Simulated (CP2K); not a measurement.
Vinylene carbonate has these distinct C atoms: C2 (bonded to 3 O) and C4 (bonded to C, O and H).

```xyz
8

O     2.4902    0.0038    0.3902
C     1.3024    0.0035    0.2058
O     0.5385    1.0763   -0.2340
C    -0.7802    0.6392   -0.3149
C    -0.8364   -0.6426    0.0591
O     0.4462   -1.0711    0.3918
H    -1.5219    1.3532   -0.6463
H    -1.6389   -1.3622    0.1483
```

Their partial C K spectra (CP2K XAS_TDP, all-electron GAPW, PBEh(45%), aug-cc-pVDZ, TDA, GW2X-corrected core level, no relativity) are given in random order, each times the number of alike atoms.

Gaussian full width 0.5 eV, oscillator strength per eV, alike atoms added, rows of zeros left out:

```csv
E (eV),curve 1,curve 2
288.50,0.000,0.002
288.75,0.000,0.037
289.00,0.000,0.162
289.25,0.000,0.178
289.50,0.000,0.049
289.75,0.000,0.003
291.25,0.001,0.002
291.50,0.016,0.025
291.75,0.096,0.096
292.00,0.145,0.099
292.25,0.056,0.049
292.50,0.005,0.032
292.75,0.000,0.009
293.00,0.000,0.003
293.25,0.000,0.009
293.50,0.000,0.018
293.75,0.000,0.035
294.00,0.000,0.033
294.25,0.000,0.012
294.50,0.000,0.030
294.75,0.000,0.061
295.00,0.000,0.046
295.25,0.000,0.031
295.50,0.002,0.025
295.75,0.007,0.015
296.00,0.007,0.010
296.25,0.002,0.005
296.50,0.000,0.004
296.75,0.001,0.006
297.00,0.003,0.016
297.25,0.007,0.026
297.50,0.052,0.038
297.75,0.137,0.034
298.00,0.106,0.010
298.25,0.039,0.004
298.50,0.028,0.012
298.75,0.021,0.014
299.00,0.010,0.017
299.25,0.003,0.029
299.50,0.002,0.032
299.75,0.002,0.037
300.00,0.010,0.020
300.25,0.021,0.003
300.50,0.012,0.001
```

Question: Which curve belongs to which atom?

Curve 1: C2 (bonded to 3 O), leading line at 291.95 eV (f = 0.080 an atom), ionisation energy 298.24 eV, term value 6.29 eV. Curve 2: C4 (bonded to C, O and H), leading line at 289.14 eV (f = 0.054 an atom), ionisation energy 294.67 eV, term value 5.53 eV. The leading line of an atom is its first one with 35 % of the strongest within 2.5 eV of its lowest line over the strength cut. A line lies at the core ionisation energy, which rises as an atom loses charge to its neighbours or to a π system, less the term value, which is large for a low π* or σ* orbital with weight on that atom.

[Banner, clock and machine lines of the logs are left out without a mark of their own.]

[Logs are printed without paths, hosts, clocks, repeated set-up lines and the standing remarks that a program may print on its own settings, such as how far it seeks lower states.]

[Hosts, paths, dates, database ids (printed as entryN), source tags and the programs' standing remarks are cut or masked in the printed files.]
